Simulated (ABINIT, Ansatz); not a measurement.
# CaAgF3 (Pm-3m): zone-centre phonons, part 3 of 3

Aim: the zone-centre modes of CaAgF3 (Pm-3m).

ABINIT 10.8.3; DFT PBE, scalar-relativistic, plane waves, SPMS norm-conserving pseudopotentials.

So far. Step 7 (Linear response at Γ): The acoustic modes at Γ come out as far as 4.3 cm⁻¹ from zero, where they should vanish, a small numerical error; the Born charges miss their sum rule by 0.0055 e, which is good. The lowest optical mode is imaginary, 96i cm⁻¹, an instability at this level and on this k mesh. Step 8 (Zone-centre analysis): The rule also moves an optical mode by 0.4 cm⁻¹.

The structure was built from a prototype and need not be the compound's stable phase.

## Step 9: Cross-check with Ansatz

The same cell goes through another code, with its own cutoff. The potentials differ.

This step: DFT PBE, scalar-relativistic, plane waves, PseudoDojo norm-conserving pseudopotentials (Ansatz 0.2.0).

input.yaml

```yaml
crystal:
  lattice:
    - [4.411757367, 0.0, 0.0]
    - [0.0, 4.411757367, 0.0]
    - [0.0, 0.0, 4.411757367]
  atoms:
    - { symbol: Ag, position: [0.0, 0.0, 0.0] }
    - { symbol: Ca, position: [0.5, 0.5, 0.5] }
    - { symbol: F, position: [0.5, 0.5, 0.0] }
    - { symbol: F, position: [0.5, 0.0, 0.5] }
    - { symbol: F, position: [0.0, 0.5, 0.5] }
kpoints:
  mp_grid: { grid: [4, 4, 4] }
hamiltonian:
  xc: pbe
  pseudopotentials: { kind: nc, accuracy: standard }
scf:
  occupations: { method: fixed }
output:
  eigenvalues: true
phonons:
  method: dfpt
  dielectric: true
  rigid_motions: translations
```

Launch:

```console
$ ansatz run input.yaml --threads 4 --pin off --max-ram 8192MiB --backend cpu --events-out ev --progress --plain --runs-dir out
```

Numbers of over 12 decimals in the logs are rounded to 6 here.

Log:

```text
Engine: ansatz 0.2.0, aarch64-unknown-linux-gnu
Pseudopotentials: kind: nc
Pseudopotential: Ag, nc, valence charge 19, recommended cutoff 1115.666836 eV (normal), Ag.nc.azcp (PseudoDojo's, or run here from an input of PseudoDojo's; its table is named by hamiltonian.pseudopotentials.accuracy)
Pseudopotential: Ca, nc, valence charge 10, recommended cutoff 925.187132 eV (normal), Ca.nc.azcp (PseudoDojo's, or run here from an input of PseudoDojo's; its table is named by hamiltonian.pseudopotentials.accuracy)
Pseudopotential: F, nc, valence charge 7, recommended cutoff 1142.878222 eV (normal), F.nc.azcp (PseudoDojo's, or run here from an input of PseudoDojo's; its table is named by hamiltonian.pseudopotentials.accuracy)
Functional definition: PBE
  parameter kappa = 0.804
  parameter beta = 0.066725
  exchange = pbe_x(kappa = kappa, mu = beta*pi^2/3)
  correlation = pbe_c(beta = beta)
Crystal: 5 atoms, lattice volume = 85.869 Å³
Basis set: ecut = 1142.878222 eV, 7497 PW (Γ), exchange–correlation on 100×100×100 points (8 copies of the dense FFT grid, shifted against one another)
Bands: 30, of which v1, the nominal top of the filled ones, is band 25 counted from 1 (24 counted from 0)
Symmetry: 48 space group operations
k-points: 30 of 64 (irreducible under 2 space group operations, time reversal used)
Non-local potential: Ag, projectors of the file, l = 0: 2, l = 1: 2, l = 2: 2
Non-local potential: Ca, projectors of the file, l = 0: 2, l = 1: 2, l = 2: 2
Non-local potential: F, projectors of the file, l = 0: 2, l = 1: 2, l = 2: 1
Initial density: superposition of atomic densities (chi_scale 0.1, normalization cell, long waves kept (reshape's long-wave potential 0.04 eV rms))
Initial wavefunctions: pseudopotential atomic-orbital guess
Functional: x = pbe(κ = 0.804, μ = 0.219515), c = pbe(β = 0.066725)
SCF iter   1: F=—  HF=-7298.884718 eV  |F-HF|=—  |Δ(HF+E_count)|=         —  Δρ=1.98e-1  dr2=3.07e1  ethr=3.10e-3  ⟨swp⟩=6.6  Hψ=4704  notcnv=0  defer=82
preconditioner: auto → Resta (q_TF=auto, 2.493 Å⁻¹)  ε∞=4.7  [insulator: Δε(μ)=0.943 eV  Ē_g=13.145 eV  n_scr=26 (ndim 8)  ℏωp=25.3 eV  f_vac=0.008  ε∞_Penn≈4.7]
SCF iter   2: F=—  HF=-7291.151266 eV  |F-HF|=—  |Δ(HF+E_count)|=    7.73e0  Δρ=6.29e-2  dr2=2.47e0  ethr=3.10e-3  ⟨swp⟩=5.4  Hψ=3397  notcnv=0  defer=74
SCF iter   3: F=—  HF=-7290.457943 eV  |F-HF|=—  |Δ(HF+E_count)|=   6.93e-1  Δρ=2.07e-2  dr2=5.03e-1  ethr=3.10e-3  ⟨swp⟩=2.7  Hψ=1846  notcnv=0  defer=80
SCF iter   4: F=—  HF=-7290.291010 eV  |F-HF|=—  |Δ(HF+E_count)|=   1.67e-1  Δρ=7.73e-3  dr2=9.44e-2  ethr=1.01e-3  ⟨swp⟩=3.5  Hψ=1875  notcnv=0  defer=83
SCF iter   5: F=—  HF=-7290.269214 eV  |F-HF|=—  |Δ(HF+E_count)|=   2.18e-2  Δρ=1.90e-3  dr2=4.38e-3  ethr=1.89e-4  ⟨swp⟩=3.9  Hψ=1634  notcnv=0  defer=81
SCF iter   6: F=—  HF=-7290.271003 eV  |F-HF|=—  |Δ(HF+E_count)|=   1.79e-3  Δρ=8.04e-4  dr2=4.99e-4  ethr=8.76e-6  ⟨swp⟩=4.0  Hψ=2072  notcnv=0  defer=81
SCF iter   7: F=—  HF=-7290.271057 eV  |F-HF|=—  |Δ(HF+E_count)|=   5.44e-5  Δρ=1.31e-4  dr2=1.69e-5  ethr=9.98e-7  ⟨swp⟩=2.7  Hψ=1674  notcnv=0  defer=80
SCF iter   8: F=—  HF=-7290.271101 eV  |F-HF|=—  |Δ(HF+E_count)|=   4.39e-5  Δρ=4.31e-5  dr2=1.34e-6  ethr=3.38e-8  ⟨swp⟩=2.3  Hψ=1611  notcnv=0  defer=80
SCF iter   9: F=—  HF=-7290.270422 eV  |F-HF|=—  |Δ(HF+E_count)|=   6.79e-4  Δρ=5.78e-6  dr2=2.64e-8  ethr=2.67e-9  ⟨swp⟩=2.3  Hψ=1502  notcnv=0  defer=80
SCF iter  10: F=—  HF=-7290.270422 eV  |F-HF|=—  |Δ(HF+E_count)|=   2.14e-8  Δρ=6.03e-7  dr2=1.17e-10  ethr=5.29e-11  ⟨swp⟩=2.9  Hψ=1743  notcnv=0  defer=80
SCF iter  11: F=-7290.270422 eV  HF=-7290.270422 eV  |F-HF|=1.82e-12  |Δ(HF+E_count)|=  2.75e-10  Δρ=1.18e-7  dr2=8.15e-12  ethr=1.00e-12  ⟨swp⟩=17.7  Hψ=8281  notcnv=0
SCF 1 converged in 11 iterations: F = -7290.270422 eV  dr2 = 8.15e-12
DFPT response loops at Γ: preconditioner auto → none (the input reference at scf.mixing.eps_inf says where Resta's filter doesn't serve); β = 0.50; Broyden in place of MSR1
── the response to a field inside a basis, on 4×4×4 k-points: an SCF that follows is theirs, and a resumed run solves both again ──
Bands: 26, of which v1, the nominal top of the filled ones, is band 25 counted from 1 (24 counted from 0)
k-points: 4 of 64
Initial density: handed on by an earlier stage of this run
Initial wavefunctions: pseudopotential atomic-orbital guess (no wavefunctions were taken with the density)
Eigensolver: Dense (4 Hₖ)
SCF iter   1: F=—  HF=-7290.234449 eV  |F-HF|=—  |Δ(HF+E_count)|=         —  Δρ=3.48e-4  dr2=8.97e-6  ethr=1.00e-1
preconditioner: auto → Resta (q_TF=auto, 2.493 Å⁻¹)  ε∞=7.3  [insulator: Δε(μ)=2.991 eV  Ē_g=10.112 eV  n_scr=26 (ndim 8)  ℏωp=25.3 eV  f_vac=0.084  ε∞_Penn≈7.3]
SCF iter   2: F=—  HF=-7290.234474 eV  |F-HF|=—  |Δ(HF+E_count)|=   2.54e-5  Δρ=1.79e-4  dr2=2.58e-6  ethr=1.79e-8
SCF iter   3: F=-7290.234485 eV  HF=-7290.234485 eV  |F-HF|=7.33e-9  |Δ(HF+E_count)|=   1.03e-5  Δρ=1.15e-5  dr2=4.90e-8  ethr=5.16e-9
SCF 1 converged in 3 iterations: F = -7290.234485 eV  dr2 = 4.90e-8
DFPT response loops at Γ: mixed as the last ones told, above
SCF converged after 11 iterations
Free energy (F): -7290.270422 eV
Harris-Foulkes:  -7290.270422 eV  (|F-HF|=1.82e-12)
Internal energy: -7290.270422 eV  (E = F + TS)
E sigma→0 (E₀):  -7290.270422 eV
Fermi energy:    2.881675 eV
--- Per-component energies (eV) ---
  E_band       = -652.304827
  E_kinetic    = 3138.080423
  E_local      = -6712.725864  (includes V_loc(G=0)·N_el)
  E_nonlocal   = -177.371083
  E_hartree    = 2162.672599
  E_xc         = -1284.480734
  E_vxc        = -1225.633669  (∫ρ·V_xc dr)
  E_ewald      = -4416.445764
  E_smearing   = -0.000000  (= −TS)
  E_closure    = -0.000000  (closes the sum)
  Σ components = -7290.270422   (vs F -7290.270422, Δ=0.00e0)
--- Band table (eV; the first three rows and the last of 30) ---
  k-point 0: bands = [... 21 lower, 2.3591, 2.4259, 2.4259, 2.4259, 5.2580, 12.1842, 12.1842, 12.1842, ... 1 higher]
  k-point 1: bands = [... 21 lower, 2.3636, 2.6559, 2.6972, 2.6972, 6.0215, 11.3490, 12.1332, 12.1332, ... 1 higher]
  k-point 2: bands = [... 21 lower, 2.3762, 2.8282, 2.8817, 2.8817, 7.0843, 9.5906, 12.0798, 12.0798, ... 1 higher]
  k-point 29: bands = [... 21 lower, 2.4351, 2.5975, 2.5975, 2.5975, 7.2902, 11.6927, 11.6927, 11.6927, ... 1 higher]
--- Phonons (Γ-DFPT): 4 representative perturbations + reference, on 30 of 64 k-points (Σ response iterations 13) ---
  k mesh reduced under 2 symmetry operations, with k and −k counted as one. Each operation leaves every solved perturbation unchanged. A smaller set is not considered because the run solves the response to a homogeneous field
  ASR residual: 5.205e-4 → 0.000e0 eV/Å²; symmetrization residual: 4.158e-6 eV/Å²
  ASR residual per site (eV/Å²): 5.21e-4 1.39e-4 9.56e-5 9.56e-5 9.56e-5
  Γ frequencies (cm⁻¹): -95.99 -95.99 -95.99 -91.99 -91.99 -91.99 0.00 0.00 0.00 153.58 153.58 153.58 441.90 441.90 441.90
  ε∞ (high-frequency dielectric tensor):
        2.661774    -0.000000    -0.000000
       -0.000000     2.661774     0.000000
       -0.000000     0.000000     2.661774
  softest optical mode at Γ: -95.99 cm⁻¹; the repairs (sum rule, projections) moved no ω² at Γ by more than (1.50 cm⁻¹)²
  Born effective charges Z* (e; rows j = field, columns β = displacement):
    site 0:
         1.48539    0.00000   -0.00000
        -0.00000    1.48539    0.00000
         0.00000    0.00000    1.48539
    site 1:
         2.34480   -0.00000   -0.00000
        -0.00000    2.34480    0.00000
         0.00000    0.00000    2.34480
    site 2:
        -1.09306    0.00000    0.00000
        -0.00000   -1.09306    0.00000
        -0.00000    0.00000   -1.64408
    site 3:
        -1.09306    0.00000   -0.00000
         0.00000   -1.64408    0.00000
         0.00000    0.00000   -1.09306
    site 4:
        -1.64408   -0.00000    0.00000
        -0.00000   -1.09306    0.00000
         0.00000    0.00000   -1.09306
  Z* charge neutrality: 6.058e-3 e pre-enforcement
  solved inside a basis spanned on kpoints, on 4×4×4 k-points, its susceptibility summed on 8×8×8: ε∞ is read to err by 6.7e-3, Z* by 2.3e-2 e (field_mesh: kpoints solves on kpoints); Z* is corrected for what the basis lacks
  optical modes at Γ without the LO–TO term, one row a degenerate level:
      ω (cm⁻¹)  modes    IR ((D/Å)²/amu)
        -95.99      3             7.8949
        -91.99      3             0.0000
        153.58      3             5.2340
        441.90      3            16.3341
  optical modes at Γ + LO–TO along q̂ = [1.0000, 0.0000, 0.0000]:
      ω (cm⁻¹)  modes    IR ((D/Å)²/amu)
        -95.99      2             5.2633
        -91.99      3             0.0000
         52.78      1             0.5113
        153.58      2             3.4893
        206.29      1             1.8936
        441.90      2            10.8894
        505.92      1             7.4160
  optical modes at Γ + LO–TO along q̂ = [0.0000, 1.0000, 0.0000]:
      ω (cm⁻¹)  modes    IR ((D/Å)²/amu)
        -95.99      2             5.2633
        -91.99      3             0.0000
         52.78      1             0.5113
        153.58      2             3.4893
        206.29      1             1.8936
        441.90      2            10.8894
        505.92      1             7.4160
  optical modes at Γ + LO–TO along q̂ = [0.0000, 0.0000, 1.0000]:
      ω (cm⁻¹)  modes    IR ((D/Å)²/amu)
        -95.99      2             5.2633
        -91.99      3             0.0000
         52.78      1             0.5113
        153.58      2             3.4893
        206.29      1             1.8936
        441.90      2            10.8894
        505.92      1             7.4160
```

Run time: 73 s. Hardware: 4 threads of Arm Neoverse V1, shared host; peak memory 1.6 GiB; 4.7 min of CPU time.

Read from the output:

| Property | Result |
| --- | --- |
| gap on the k-mesh | 2.376 eV |
| sum-rule residual before enforcement | 5.21e-4 eV/Å² |
| miss of the charge sum rule | 0.006058 e |
| estimated error of the dielectric tensor | 0.006747 |
| estimated error of the Born charges | 0.02326 e |
| highest optical zone-centre mode (no LO-TO term) | 441.9 cm⁻¹ |
| lowest optical zone-centre mode | -95.99 cm⁻¹ |
| mean high-frequency dielectric constant | 2.662 |
| largest Born charge in size (third of the trace) | 2.345 e |
| highest mode moved by the LO-TO term | 505.9 cm⁻¹ |

Transverse modes; imaginary modes left out. Infrared lines, with heights relative to the strongest:

```csv
position (cm⁻¹),label,"IR intensity ((D/Å)²/amu), degenerate modes summed, relative"
154,T1u,32
442,T1u,100
```

## Step 10: The two compared: ABINIT SPMS and Ansatz, PseudoDojo

Numbers from this step:

```yaml
root_mean_square_difference: 0.4 cm⁻¹
largest_difference: 0.52 cm⁻¹
```

The 12 of 12 modes that differ most. Frequencies side by side:

| q (reciprocal lattice) | mode | ABINIT SPMS (cm⁻¹) | Ansatz, PseudoDojo (cm⁻¹) |
| --- | --- | --- | --- |
| 0 0 0 | 1 | -96.45 | -95.99 |
| 0 0 0 | 2 | -96.45 | -95.99 |
| 0 0 0 | 3 | -96.45 | -95.99 |
| 0 0 0 | 4 | -92.38 | -91.99 |
| 0 0 0 | 5 | -92.38 | -91.99 |
| 0 0 0 | 6 | -92.38 | -91.99 |
| 0 0 0 | 10 | 153.1 | 153.6 |
| 0 0 0 | 11 | 153.1 | 153.6 |
| 0 0 0 | 12 | 153.1 | 153.6 |
| 0 0 0 | 13 | 442 | 441.9 |
| 0 0 0 | 14 | 442 | 441.9 |
| 0 0 0 | 15 | 442 | 441.9 |

The two runs side by side. Further quantities:

```csv
quantity,ABINIT SPMS,"Ansatz, PseudoDojo"
mean ε∞,2.685,2.662
"largest Born charge in size (e; the first before, the second after the charge sum rule)",2.349,2.345
```

At the zone centre the largest difference (acoustic modes at Γ apart) is 0.1 % of the highest mode.

## Step 11: Summary of results

```
space group after relaxation                                           : Pm-3m
volume per atom                                                        : 17.2 Å³
highest optical zone-centre mode (no LO-TO term)                       : 442.0 cm⁻¹
lowest optical zone-centre mode                                        : -96.5 cm⁻¹
highest mode moved by the LO-TO term                                   : 506.0 cm⁻¹
mean high-frequency dielectric constant                                : 2.68
largest Born charge in size (third of the trace)                       : 2.35 e
imaginary optical modes at the zone centre (no q mesh in this session) : yes
largest difference from Ansatz, PseudoDojo                             : 0.52 cm⁻¹
```

**Reading.** At the PBE level the optical modes of CaAgF3 (Pm-3m) at the zone centre (no LO-TO term) run from 96i to 442 cm⁻¹, so the structure is a saddle point, with 6 modes beyond 10i cm⁻¹ there. Along the directions run, the highest mode that the macroscopic field moves lies at 506 cm⁻¹. ABINIT SPMS and Ansatz, PseudoDojo agree to 0.52 cm⁻¹ (0.1 % of the highest mode compared) on all solved modes but the acoustic ones at Γ, without the LO-TO term. These are harmonic frequencies at zero temperature: anharmonic shifts and linewidths and thermal expansion are left out. The structure is a hypothetical one, built on a prototype.

[Host names and launcher messages were left out of these logs when they were recorded.]

[Logs are printed without paths, hosts, clocks, repeated set-up lines and the standing remarks that a program may print on its own settings, such as how far it seeks lower states.]

[Hosts, paths, dates, database ids (printed as entryN), source tags and the programs' standing remarks are cut or masked in the printed files.]
